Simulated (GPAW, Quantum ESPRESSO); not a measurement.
Consider ZnFe3C (Pm-3m).

```xyz
5
Lattice="3.7729 0.0000 0.0000 0.0000 3.7729 0.0000 0.0000 0.0000 3.7729" Properties=species:S:1:pos:R:3 pbc="T T T"
Zn    0.0000    0.0000    0.0000
Fe    1.8864    1.8864    0.0000
Fe    0.0000    1.8864    1.8864
Fe    1.8864    0.0000    1.8864
C     1.8864    1.8864    1.8864
```

Absorber: atom 2, with 2 C at 1.89 Å (linear, site symmetry 4/mmm). Method: Quantum ESPRESSO XSpectra, LDA, excited-electron core hole (neutral cell), 10-atom cell with 5.3 Å between holes, 6×6×6 k points, dipole transitions, Lorentzian half width 0.62 eV.

Question: Predict the near-edge structure at the Fe K edge.

Main maxima up to 30 eV above the zero (height): 5.1 eV (0.59), 9.6 eV (1.57), 18.5 eV (2.01), 22.0 eV (2.17), 24.3 eV (1.82), 26.4 eV (1.70) and 29.9 eV (1.72). A K edge sees empty p states. The first eV above the zero hold little dipole weight, as the lowest empty bands are of d character; the main edge, of 4p character, rises through 0.6 near 8 eV above the zero. The total-energy difference is 7120.34 eV. One term is added: -26.72 eV, since the hole is spin-paired here and a spin-polarised one costs that much less in the free atom (computed apart). The photon energy is then 7093.62 eV. The tabulated edge of the element is 7112 eV. The functional leaves an error in such absolute values: in the free atom LDA prices this hole 16.1 eV below PBE (computed apart), and PBE is itself good to a few eV.

The Fe K spectrum (energy from the energy zero of the input (xe0, at the border of filled and empty states); intensity scaled to a mean of 1 over the first 20 eV; the points at xe0, where the cut of filled states can leave a spike, are interpolated):

| E (eV) | intensity |
| --- | --- |
| -2.0 | 0.05 |
| -1.5 | 0.06 |
| -1.0 | 0.08 |
| -0.5 | 0.12 |
| 0.0 | 0.19 |
| 0.5 | 0.27 |
| 1.0 | 0.32 |
| 1.5 | 0.35 |
| 2.0 | 0.35 |
| 2.5 | 0.33 |
| 3.0 | 0.32 |
| 3.5 | 0.34 |
| 4.0 | 0.40 |
| 4.5 | 0.50 |
| 5.0 | 0.58 |
| 5.5 | 0.56 |
| 6.0 | 0.49 |
| 6.5 | 0.45 |
| 7.0 | 0.46 |
| 7.5 | 0.51 |
| 8.0 | 0.65 |
| 8.5 | 0.88 |
| 9.0 | 1.21 |
| 9.5 | 1.53 |
| 10.0 | 1.50 |
| 10.5 | 1.28 |
| 11.0 | 1.15 |
| 11.5 | 1.12 |
| 12.0 | 1.08 |
| 12.5 | 1.11 |
| 13.0 | 1.19 |
| 13.5 | 1.29 |
| 14.0 | 1.29 |
| 14.5 | 1.31 |
| 15.0 | 1.34 |
| 15.5 | 1.35 |
| 16.0 | 1.45 |
| 16.5 | 1.52 |
| 17.0 | 1.55 |
| 17.5 | 1.56 |
| 18.0 | 1.71 |
| 18.5 | 2.00 |
| 19.0 | 1.85 |
| 19.5 | 1.67 |
| 20.0 | 1.79 |
| 20.5 | 1.91 |
| 21.0 | 1.98 |
| 21.5 | 2.08 |
| 22.0 | 2.17 |
| 22.5 | 2.07 |
| 23.0 | 1.82 |
| 23.5 | 1.67 |
| 24.0 | 1.77 |
| 24.5 | 1.79 |
| 25.0 | 1.63 |
| 25.5 | 1.52 |
| 26.0 | 1.61 |
| 26.5 | 1.69 |
| 27.0 | 1.57 |
| 27.5 | 1.49 |
| 28.0 | 1.47 |
| 28.5 | 1.50 |
| 29.0 | 1.55 |
| 29.5 | 1.65 |
| 30.0 | 1.71 |
| 30.5 | 1.65 |
| 31.0 | 1.64 |
| 31.5 | 1.64 |
| 32.0 | 1.50 |

Quadrupole 1s→3d transitions, which feed the pre-edge, are not in the dipole spectrum. The spins start ferromagnetically in a simple order, which needn't be the measured one; gap and edge can depend on it. The holes are only 5.3 Å apart, so the shape is probably not converged with cell size; no larger cell was run here. Lifetime broadening is put in by hand, and intensities beyond about 20 eV depend on it and on the partial waves. The structure is a computed Materials Project entry and may be a hypothetical form.

[Banner, clock and machine lines of the logs are left out without a mark of their own.]

[Logs are printed without paths, hosts, clocks, repeated set-up lines and the standing remarks that a program may print on its own settings, such as how far it seeks lower states.]

[Hosts, paths, dates, database ids (printed as entryN), source tags and the programs' standing remarks are cut or masked in the printed files.]

[Lists of maxima count a maximum above −3 eV only where it reaches 4 % of the highest in the window and stands out from its surroundings by 2 % of it (1.5 % where it reaches 55 %); shoulders and weaker maxima are passed over, and of the rest the first, up to two pre-edge ones and the few strongest are named.]
